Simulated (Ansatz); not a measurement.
# BiOBr (P4/nmm): spin-orbit coupling beyond the local functionals

How far does spin-orbit coupling move the gap of BiOBr (P4/nmm)?

Main program and level: Ansatz 0.2.0; density functionals with and without spin-orbit coupling, plane waves, PAW.

## 1. The system as given

Symmetry: P4/nmm, No. 129, tetragonal system. The conventional cell has a = 3.916 Å, b = 3.916 Å, c = 8.077 Å, α = 90.00°, β = 90.00°, γ = 90.00°. Nearest to Bi lie 4 O at 2.32 Å and 4 Br at 3.18 Å. Nearest to Br lie 4 Bi at 3.18 Å. O has 4 Bi at 2.32 Å nearest. Farther neighbours, and contacts between anions beyond the nearest, are not listed.

The cell and positions come from the Crystallography Open Database and are kept as given unless a step says otherwise. The default PAW set here is soft_2. Its files were made with PBE.

## 2. HSE06, 4×4×2 mesh

This step: DFT, HSE06, plane waves, PAW.

File input.yaml:

```yaml
crystal:
  lattice:
    - [3.916, 0.0, 0.0]
    - [0.0, 3.916, 0.0]
    - [0.0, 0.0, 8.077]
  atoms:
    - { symbol: Bi, position: [0.0, 0.5, 0.154] }
    - { symbol: Bi, position: [0.5, 0.0, 0.846] }
    - { symbol: Br, position: [0.0, 0.5, 0.653] }
    - { symbol: Br, position: [0.5, 0.0, 0.347] }
    - { symbol: O, position: [0.0, 0.0, 0.0] }
    - { symbol: O, position: [0.5, 0.5, 0.0] }
kpoints:
  mp_grid: { grid: [4, 4, 2] }
  band_path:
    path:
      - [0.0, 0.0, 0.0]
      - [0.0, 0.5, 0.0]
      - [0.5, 0.5, 0.0]
      - [0.0, 0.0, 0.5]
      - [0.0, 0.5, 0.5]
      - [0.5, 0.5, 0.5]
      - [0.0, 0.4, 0.5]
      - [0.0, 0.0, 0.4]
    npoints: 1
hamiltonian:
  xc: hse06
scf:
  occupations: { method: fixed }
  n_extra_bands: 6
output:
  eigenvalues: true
```

Run with:

```
$ ansatz run input.yaml --threads 4 --pin off --max-ram 18432MiB --backend cpu --events-out ev --progress --plain --runs-dir out
```

The program printed:

```text
scf.n_extra_bands = 6 over 28 filled bands (N_el = 56.0): the run solves 34 bands
Engine: ansatz 0.2.0, aarch64-unknown-linux-gnu
Pseudopotentials: kind: paw
Pseudopotential: Bi, paw, valence charge 15, recommended cutoff 420 eV (normal), Bi.paw.azcp
Pseudopotential: Br, paw, valence charge 7, recommended cutoff 420 eV (normal), Br.paw.azcp
Pseudopotential: O, paw, valence charge 6, recommended cutoff 420 eV (normal), O.paw.azcp
Functional definition: HSE06
  parameter a = 0.25
  parameter omega = 0.11/bohr
  exchange = pbe_x - a*pbe_x_sr(omega) + a*exact_x_sr(omega)
  correlation = pbe_c
davidson cushion auto → on  (no smearing: the cushion is to keep the highest requested band from converging to the state above it; pin scf.eigensolver.cushion to override)
Crystal: 6 atoms, lattice volume = 123.861 Å³
Basis set: ecut = 420 eV, 2419 PW (Γ)
Bands: 34, of which v1, the nominal top of the filled ones, is band 28 counted from 1 (27 counted from 0)
Symmetry: 16 space group operations
Space group: P4/nmm (ITA 129), of the structure as read, at distance tolerance 5.0e-5 Å
k-points: 12 of 32
Non-local potential: Bi, projectors of the file, l = 0: 2, l = 1: 2, l = 2: 2, l = 3: 2
Non-local potential: Br, projectors of the file, l = 0: 2, l = 1: 2, l = 2: 2
Non-local potential: O, projectors of the file, l = 0: 2, l = 1: 2, l = 2: 1
PAW form: soft (Blöchl's): semilocal exchange-correlation on the pseudo side does not see the compensation charge
PAW frozen core: Bi, regenerated for the run's functional, and the local potential with it (the file was generated under x = pbe(κ = 0.804, μ = 0.219515), c = pbe(β = 0.066725))
PAW frozen core: Br, regenerated for the run's functional, and the local potential with it (the file was generated under x = pbe(κ = 0.804, μ = 0.219515), c = pbe(β = 0.066725))
PAW frozen core: O, regenerated for the run's functional, and the local potential with it (the file was generated under x = pbe(κ = 0.804, μ = 0.219515), c = pbe(β = 0.066725))
PAW one-centre angular grid: Bi, 590 points (default); XC on 64 Gauss nodes
PAW one-centre angular grid: Br, 110 points (default); XC on 64 Gauss nodes
PAW one-centre angular grid: O, 110 points (default); XC on 96 Gauss nodes
Initial density: superposition of atomic densities (neutral atoms: chi_scale 0, normalization atom), corrected by the library's trained network
Initial wavefunctions: pseudopotential atomic-orbital guess
Functional: x = pbe(κ = 0.804, μ = 0.219515), c = pbe(β = 0.066725), warm-up for x = pbe(κ = 0.804, μ = 0.219515) + 0.25 (exact − pbe) at short range (hse, ω = 0.207870 Å⁻¹), c = pbe(β = 0.066725); HSE06 as pw.x's `hse` composes it (authors' and Libxc's form: `xc: wpbeh`)
SCF iter   1: F=—  HF=-31495.987526 eV  |F-HF|=—  |Δ(HF+E_count)|=         —  Δρ=2.02e-3  dr2=9.27e-3  ethr=1.77e-3  ⟨swp⟩=6.0  Hψ=1762  notcnv=0
[...]
SCF 2 stopped early in 7 iterations: F = -31506.443707 eV  dr2 = 6.25e-6
hybrid outer 1: dexx = +2.161e-2 eV, tail = 7.49e-5 eV
Exchange kernel: α = 0.2500, screened, ω = 0.2079 Å⁻¹, Wigner–Seitz truncation, v(0) = 1033.7252 eV·Å³, q-mesh 4×4×2, nearest image of the exchange supercell L = 15.66 Å, pair-density grid 24×24×40, without the augmentation charges, whose exchange is taken in its separable form by FFT convolution over the k-point mesh (sized by the pseudopotential files, 27×27×54 at the most), smooth part of the exact exchange by density-matrix convolution
Frozen-core exchange: fock
SCF iter   1: F=—  HF=-31506.443571 eV  |F-HF|=—  |Δ(HF+E_count)|=         —  Δρ=1.03e-4  dr2=2.08e-5  ethr=6.69e-7  ⟨swp⟩=2.0  Hψ=900  notcnv=0
preconditioner: auto → none  [insulator: Δε(μ)=3.192 eV  Ē_g=18.569 eV  n_scr=30 (ndim 8)  ℏωp=25.0 eV  f_vac=0.004]
iter 2 solved again at ethr=1.11e-9 eV; its pass at ethr=3.45e-8 eV (dr2=6.23e-7 eV) is discarded
SCF iter   2: F=—  HF=-31506.443569 eV  |F-HF|=—  |Δ(HF+E_count)|=   1.68e-6  Δρ=2.72e-5  dr2=8.41e-7  ethr=1.11e-9  ⟨swp⟩=3.2  Hψ=2317  notcnv=0
SCF iter   3: F=—  HF=-31506.443570 eV  |F-HF|=—  |Δ(HF+E_count)|=   7.20e-7  Δρ=8.13e-6  dr2=1.19e-7  ethr=1.11e-9  ⟨swp⟩=3.8  Hψ=1138  notcnv=0
SCF iter   4: F=-31506.443570 eV  HF=-31506.443570 eV  |F-HF|=4.45e-9  |Δ(HF+E_count)|=   7.08e-9  Δρ=2.37e-6  dr2=1.33e-8  ethr=1.47e-10  ⟨swp⟩=3.0  Hψ=959  notcnv=0
SCF 3 converged in 4 iterations: F = -31506.443570 eV  dr2 = 1.33e-8
hybrid outer 2: dexx = +9.544e-7 eV, tail = 5.03e-8 eV, Δε = 3.52e-3 eV (about 1.12e-4 eV left of the loop's levels)
NSCF: frozen V_eff on 8 k-points
hybrid SCF converged: 2 outer / 11 inner (+4 warm-up), last move |dexx| = 9.54e-7 eV, tail = 5.03e-8 eV
Stability not checked: this state was not tested for a lower state beside it, because the functional holds exact exchange (a hybrid, or Hartree-Fock), whose exchange loop this test does not read (fock_operator; see scf.lower_state_search)
Free energy (F): -31506.443570 eV
Frozen-core exchange: fock
Harris-Foulkes:  -31506.443570 eV  (|F-HF|=4.45e-9)
Internal energy: -31506.443570 eV  (E = F + TS)
E sigma→0 (E₀):  -31506.443570 eV
Fermi energy:    6.821187 eV
--- Per-component energies (eV) ---
  E_band       = -318.785050
  E_kinetic    = 1218.565230
  E_local      = -5439.171921  (includes V_loc(G=0)·N_el)
  E_nonlocal   = 1366.528251
  E_hartree    = 1994.161281
  E_xc         = -779.852197
  E_vxc        = -548.592264  (∫ρ·V_xc dr)
  E_exx        = -135.028352  (= α·E_x^exact, valence–valence)
  E_paw        = -26214.743016  (= ΣΔE_a)
  E_vpaw       = -634.386869  (= ΣTr[D̂ρ^β])
  E_aug_tail   = 0.004007  (compensation charges beyond the density's cutoff)
  E_ewald      = -3516.430001
  E_core_change = -0.476852  (= ΣΔE_core)
  E_smearing   = -0.000000  (= −TS)
  E_closure    = 0.000000  (closes the sum)
  Σ components = -31506.443570   (vs F -31506.443570, Δ=0.00e0)
--- Band table (eV; the first three rows and the last of 12) ---
  k-point 0: bands = [... 24 lower, 5.7195, 6.0300, 6.0300, 6.2279, 10.2529, 11.1762, 12.9589, 12.9589, ... 2 higher]
  k-point 1: bands = [... 24 lower, 5.7619, 6.3399, 6.3399, 6.7341, 10.0128, 10.4434, 12.7821, 12.7821, ... 2 higher]
  k-point 2: bands = [... 24 lower, 6.1908, 6.3717, 6.4501, 6.7628, 11.8940, 12.1822, 12.1920, 12.7025, ... 2 higher]
  k-point 11: bands = [... 24 lower, 5.5089, 5.5089, 5.6300, 5.6300, 11.9430, 11.9430, 13.4360, 13.4360, ... 2 higher]
```

The job ended after 42 s (4 threads of Arm Neoverse V1, shared host; peak memory 1.7 GiB).

In the SCF lines HF is the Harris–Foulkes energy and dr2 the Hartree energy of the density residual, in eV; the loop may stop once dr2 is under the threshold and the program's other checks hold. Hψ counts applications of the Hamiltonian.

This step gave:

| Property | Result |
| --- | --- |
| gap | 3.035 eV |
| valence top at | k = (0.000, 0.400, 0.500) |
| conduction bottom at | Z |
| least direct gap | 3.279 eV |
| exact-exchange fraction | 0.25 |

The gap is indirect, with the least direct gap 0.24 eV higher.

## 3. HSE06+SOC, 4×4×2 mesh

Spin-orbit coupling can split or shift the edges; a non-collinear run measures by how much.

This step: DFT, HSE06 with spin-orbit coupling, plane waves, PAW.

input.yaml: that of step 2 with these lines changed.

```diff
@@ -29,3 +29,6 @@
   occupations: { method: fixed }
-  n_extra_bands: 6
+  n_extra_bands: 12
+magnetization:
+  noncollinear: true
+  spin_orbit: true
 output:
```

The program printed:

```text
[...]
non-collinear run that drives no moment, with spin-orbit: no starting moment large enough to seed its density (crystal.atoms[].spin), no starting occupations that ask for one, no magnetisation constraint and no magnetic field, so the semilocal B_xc is pinned to zero
Crystal: 6 atoms, lattice volume = 123.861 Å³
Basis set: ecut = 420 eV, 2419 PW (Γ)
Bands: 68, of which v1, the nominal top of the filled ones, is band 56 counted from 1 (55 counted from 0)
Symmetry: 16 space group operations + 16 with time reversal
[...]
k-points: 12 of 32
Projection manifold: j_resolved (fully-relativistic pseudo-atomic orbitals)
[...]
SCF iter   1: F=—  HF=-31579.774678 eV  |F-HF|=—  |Δ(HF+E_count)|=         —  Δρ=3.50e-2  dr2=1.36e0  dr2_m=0.00e0 (ungated)  ethr=1.00e-1  |M|=0.00e0 ∫|m|=0.00e0 μB  |m|>n=0.0e0 m-floor=0.0e0 τ_xc=0.0e0  β_m=0.30  ⟨swp⟩=4.0  Hψ=2950  notcnv=0
[...]
SCF iter   5: F=—  HF=-31579.561386 eV  |F-HF|=—  |Δ(HF+E_count)|=   3.10e-3  Δρ=2.10e-3  dr2=3.44e-3  dr2_m=0.00e0 (ungated)  ethr=5.28e-6  |M|=0.00e0 ∫|m|=0.00e0 μB  |m|>n=0.0e0 m-floor=0.0e0 τ_xc=0.0e0  β_m=0.41  ⟨swp⟩=3.2  Hψ=3839  notcnv=0  defer=3
eigensolver tolerance schedule calibrated: the retry pair's looser diagonalisation under-reported the residual by θ = 0.14 (0.12/decade); ethr = c·dr2/N_el runs at the constant in force after the calibration composes with the one it found (an armed cap, an earlier calibration), c = 6.5e-2
SCF iter   6: F=-31579.562295 eV  HF=-31579.562235 eV  |F-HF|=6.03e-5  |Δ(HF+E_count)|=   8.49e-4  Δρ=4.76e-4  dr2=1.30e-4  dr2_m=0.00e0 (ungated)  ethr=4.00e-6  |M|=0.00e0 ∫|m|=0.00e0 μB  |m|>n=0.0e0 m-floor=0.0e0 τ_xc=0.0e0  ⟨swp⟩=3.4  Hψ=1960  notcnv=0  defer=2
SCF 1 stopped early in 6 iterations: F = -31579.562295 eV  dr2 = 1.30e-4
[...]
Projection manifold: j_resolved (fully-relativistic pseudo-atomic orbitals)
[...]
Frozen-core exchange: fock
SCF iter   1: F=—  HF=-31528.988386 eV  |F-HF|=—  |Δ(HF+E_count)|=         —  Δρ=7.35e-3  dr2=8.06e-2  dr2_m=0.00e0 (ungated)  ethr=2.31e-6  |M|=0.00e0 ∫|m|=0.00e0 μB  |m|>n=0.0e0 m-floor=0.0e0 τ_xc=0.0e0  β_m=0.30  ⟨swp⟩=7.0  Hψ=4349  notcnv=0
[...]
SCF iter   7: F=-31528.982765 eV  HF=-31528.982766 eV  |F-HF|=7.61e-7  |Δ(HF+E_count)|=   1.06e-5  Δρ=2.57e-5  dr2=1.72e-6  dr2_m=0.00e0 (ungated)  ethr=5.50e-9  |M|=0.00e0 ∫|m|=0.00e0 μB  |m|>n=0.0e0 m-floor=0.0e0 τ_xc=0.0e0  ⟨swp⟩=4.0  Hψ=2794  notcnv=0
SCF 2 stopped early in 7 iterations: F = -31528.982765 eV  dr2 = 1.72e-6
[...]
hybrid outer 1: dexx = +2.345e-2 eV, tail = 7.01e-5 eV
Projection manifold: j_resolved (fully-relativistic pseudo-atomic orbitals)
[...]
Frozen-core exchange: fock
SCF iter   1: F=—  HF=-31528.982611 eV  |F-HF|=—  |Δ(HF+E_count)|=         —  Δρ=3.78e-5  dr2=1.82e-6  dr2_m=0.00e0 (ungated)  ethr=6.26e-7  |M|=0.00e0 ∫|m|=0.00e0 μB  |m|>n=0.0e0 m-floor=0.0e0 τ_xc=0.0e0  β_m=0.30  ⟨swp⟩=2.2  Hψ=1809  notcnv=0
[...]
SCF iter   5: F=-31528.982614 eV  HF=-31528.982614 eV  |F-HF|=2.21e-8  |Δ(HF+E_count)|=   2.05e-7  Δρ=4.26e-6  dr2=2.36e-8  dr2_m=0.00e0 (ungated)  ethr=1.40e-10  |M|=0.00e0 ∫|m|=0.00e0 μB  |m|>n=0.0e0 m-floor=0.0e0 τ_xc=0.0e0  ⟨swp⟩=3.2  Hψ=1897  notcnv=0  defer=2
SCF 3 converged in 5 iterations: F = -31528.982614 eV  dr2 = 2.36e-8
[...]
NSCF: frozen V_eff on 8 k-points
[...]
Magnetization: |M| = 0.0000 μB,  M = (+0.0000, +0.0000, +0.0000) μB
Absolute magnetization: 0.0000 μB (∫|m|)
  site 0: m = (+0.0000, +0.0000, +0.0000) μB, |m| = 0.0000 μB  (R = 0.96 Å)
  site 1: m = (+0.0000, +0.0000, +0.0000) μB, |m| = 0.0000 μB  (R = 0.96 Å)
  site 2: m = (+0.0000, +0.0000, +0.0000) μB, |m| = 0.0000 μB  (R = 1.31 Å)
  site 3: m = (+0.0000, +0.0000, +0.0000) μB, |m| = 0.0000 μB  (R = 1.31 Å)
  site 4: m = (+0.0000, +0.0000, +0.0000) μB, |m| = 0.0000 μB  (R = 0.96 Å)
  site 5: m = (+0.0000, +0.0000, +0.0000) μB, |m| = 0.0000 μB  (R = 0.96 Å)
Free energy (F): -31528.982613 eV
Frozen-core exchange: fock
[...]
Internal energy: -31528.982613 eV  (E = F + TS)
E sigma→0 (E₀):  -31528.982613 eV
Fermi energy:    6.836767 eV
[...]
--- Band table (eV; the first three rows and the last of 12) ---
  k-point 0: bands = [... 52 lower, 6.2167, 6.2167, 6.3405, 6.3405, 9.8716, 9.8716, 10.3257, 10.3257, ... 8 higher]
  k-point 1: bands = [... 52 lower, 6.5078, 6.5078, 6.8127, 6.8127, 9.6702, 9.6702, 9.7957, 9.7957, ... 8 higher]
  k-point 2: bands = [... 52 lower, 6.5008, 6.5008, 6.8105, 6.8105, 10.7176, 10.7176, 11.2629, 11.2629, ... 8 higher]
  k-point 11: bands = [... 52 lower, 5.6376, 5.6376, 5.6376, 5.6376, 11.3637, 11.3637, 11.3637, 11.3637, ... 8 higher]
```

Wall time 4.2 min (4 threads); peak memory 4.7 GiB; 15 min of CPU time.

Numbers from this step:

```
gap                     : 2.676 eV
valence top at          : k = (0.000, 0.400, 0.500)
conduction bottom at    : Z
least direct gap        : 2.858 eV
exact-exchange fraction : 0.25
```

The gap stands −0.36 eV against HSE06.

## 4. Together

Times are wall times on 4 threads of Arm Neoverse V1, shared host, good to a factor of about two.

```
level  gap (eV)  with coupling (eV)  change (eV)  time  with coupling
HSE06      3.04                2.68        −0.36  42 s        4.2 min
```

## 5. Outcome

| Item | Value |
| --- | --- |
| HSE06 | 3.04 eV |
| HSE06+SOC | 2.68 eV |

Spin-orbit coupling changes the gap by −0.36 eV and the least direct gap by −0.42 eV.

[Long decimals in the printed logs are rounded to 6 places.]

[Logs are printed without paths, hosts, clocks, repeated set-up lines and the standing remarks that a program may print on its own settings, such as how far it seeks lower states.]

[Paths, hosts, dates, memory and timing lines, banners, echoed tables and standing remarks are left out of the program output; an Ansatz launch command may be rebuilt from the run's recorded settings. Measured values are a selection of at most five: reports struck by readers or far from the other reports are left out. None is set beside runs whose start may be inverted or whose files or cutoffs have a known fault.]

[Runs of the session that timed out or met a known fault of the program may be left out.]

[Cells called generated may have been cut or substituted from an entry of the Crystallography Open Database or the Materials Project.]

[Hosts, paths, dates, database ids (printed as entryN), source tags and the programs' standing remarks are cut or masked in the printed files.]

[Where the starting crystal was built by hand or by swapping elements, it need not be the compound's stable phase.]
